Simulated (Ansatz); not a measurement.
# Squeezing and shearing Sr5P3BrO12 (P6_3/m) (84 atoms): runs compared

How stiff is Sr5P3BrO12 (P6_3/m) (84 atoms), and how do its levels respond to strain?

Computed with Ansatz 0.2.0: Kohn-Sham DFT, r2SCAN, PAW (set soft_2), plane waves.

## 1. The cell as built

The cell holds 84 atoms: 20 Sr, 12 P, 4 Br and 48 O. Cell: a = 9.972 Å, b = 9.972 Å, c = 14.428 Å, α = 90.0°, β = 90.0°, γ = 120.0°. It derives from Sr5P3BrO12 (P6_3/m), repeated 1×1×2. Sr5P3BrO12, space group P6_3/m, structure from the Crystallography Open Database, 1 x 1 x 2 conventional cells; every coordinate displaced by a Gaussian of 0.06 Å.

Limits known from the start: Only the Γ point is sampled.

## 2. The reference run

The reference is a single point at the end of the relaxation.

Every strained cell starts from the geometry of this run, and its atoms are relaxed with the cell held.

Its input, with most atom lines left out:

```yaml
crystal:
  lattice:
    - [9.99554, 0.0019, -0.00039]
    - [-4.99612, 8.65576, -0.00011]
    - [-0.00056, -0.0005, 14.41029]
  atoms:
    - { symbol: Sr, position: [0.33296, 0.66597, 0.00113] }
    - { symbol: Sr, position: [0.66641, 0.33258, 0.25115] }
    - { symbol: Sr, position: [0.6663, 0.33267, 0.49915] }
    - { symbol: Sr, position: [0.33308, 0.66609, 0.24911] }
    - { symbol: Sr, position: [0.25633, 0.99253, 0.12514] }
    - { symbol: Sr, position: [0.00647, 0.26277, 0.12516] }
    - { symbol: Sr, position: [0.73607, 0.74254, 0.12512] }
    [... atom lines 8 to 84 left out ...]
kpoints:
  mp_grid: { grid: [1, 1, 1] }
hamiltonian:
  xc: r2scan
scf:
  occupations: { method: gaussian, width: 0.05 }
output:
  forces: true
  stress: true
  populations: intrinsic
  dos:
    method: { smearing: { sigma: 0.08 } }
    de: 0.1
    projected: { site_lists: { Br: [Br], O: [O], P: [P], Sr: [Sr] } }
  eigenvalues: true
  write_density: true
  write_potential: true
  volumetric_format: npy
  elf: true
```

| Item | Value |
| --- | --- |
| free energy per atom | -1414.4448 eV/atom |
| r.m.s. force component | 0.00193 eV/Å |
| pressure | -0.00513 GPa |

Filled and empty levels are parted by 5.90 eV at Γ alone; the mesh holds the band edges only if they fold onto it, so the gap at this level can be narrower or closed, while semilocal functionals tend to narrow gaps against experiment.

## 3. The runs

Each row is one run, on 4 threads of Arm Neoverse V2, shared host. The free energy is the program's total, comparable only between runs with the same functional, potentials and atoms.

```csv
run,atoms,outcome,"ionic steps, all passes",free energy (eV),time,host memory (GiB)
Single point at the start,84,converged,-,-118803.423,32 s,3.5
Cell and atoms relaxed,84,converged,6,-118813.363,3 min,3.5
Single point at the relaxed geometry,84,converged,-,-118813.363,47 s,3.5
Volume -3 %,84,converged,4,-118813.086,2.2 min,3.5
Volume +3 %,84,converged,4,-118813.122,2.4 min,3.5
Volume -6 %,84,converged,4,-118812.174,2.2 min,3.3
Volume +6 %,84,converged,4,-118812.456,2.6 min,3.6
Volume -10 %,84,converged,4,-118809.737,2.2 min,3.3
Stretched by 1 % along x,84,converged,4,-118813.321,2.2 min,3.5
Compressed by 1 % along x,84,converged,4,-118813.319,2.2 min,3.5
Sheared by 2 % in xy,84,converged,4,-118813.301,2.2 min,3.5
```

In some runs the program notes that the SCF threshold is loose for the stress.

## 4. Pressure against volume

Atoms are relaxed at each volume, in the scaled cell.

```csv
volume change (%),volume (Å³/atom),energy change (meV/atom),pressure (GPa),largest move on relaxing (Å),bonds,gap (eV)
-10,13.360,43.17,10.41,0.09,216,6.43
-6,13.953,14.16,5.45,0.06,216,6.22
-3,14.399,3.30,2.47,0.03,216,6.06
+0,14.844,0.00,-0.01,-,216,5.90
+3,15.289,2.87,-2.01,0.04,216,5.75
+6,15.735,10.81,-3.61,0.09,204,5.60
```

## 5. Uniaxial strain and shear

Stress (GPa, compression positive) less that of the relaxed cell, atoms relaxed:

```csv
strain,xx,yy,zz,xy,energy change (meV/atom)
stretched by 1 % along x,-1.067,-0.317,-0.541,0.000,0.50
compressed by 1 % along x,1.182,0.377,0.575,-0.001,0.53
sheared by 2 % in xy,0.013,0.036,0.023,-0.771,0.75
```

## 6. Outcome

The bulk modulus, from the slope of pressure against ln V over the three points nearest the relaxed volume, is 74.8 GPa; a quadratic over all points gives a pressure derivative of about 6.1. The count of bonds runs from 204 to 216 over the series, so at some points contacts cross the cutoffs. The gap goes from 6.43 eV at the smallest volume to 5.60 eV at the largest, -5.1 eV per unit of ln V by a straight line, on the run's k-points. In the Cartesian axes of the cell, finite differences give C11 = 112, C12 = 34.7, C13 = 55.8 and C66 = 38.5 GPa (the shear of 2 % is the engineering strain, εxy = 0.01).

Caveats: Strains are finite and relaxations stop at the force tolerance of the input, which can leave moduli too stiff; they are those of a static cell at zero temperature. Volumes are changed with the cell's shape held, so in an anisotropic solid the modulus lies over the one under free hydrostatic load. The program notes that the SCF threshold of the relaxations is loose for the stress. Forces of over 1 eV/Å at the start, largest on P, show that the listed positions lie far from a minimum at this level.

The DFT runs together took 23 min of wall time.

[Logs are printed without paths, hosts, clocks, repeated set-up lines and the standing remarks that a program may print on its own settings, such as how far it seeks lower states.]

[Hosts, paths, dates, database ids (printed as entryN), source tags and the programs' standing remarks are cut or masked in the printed files.]
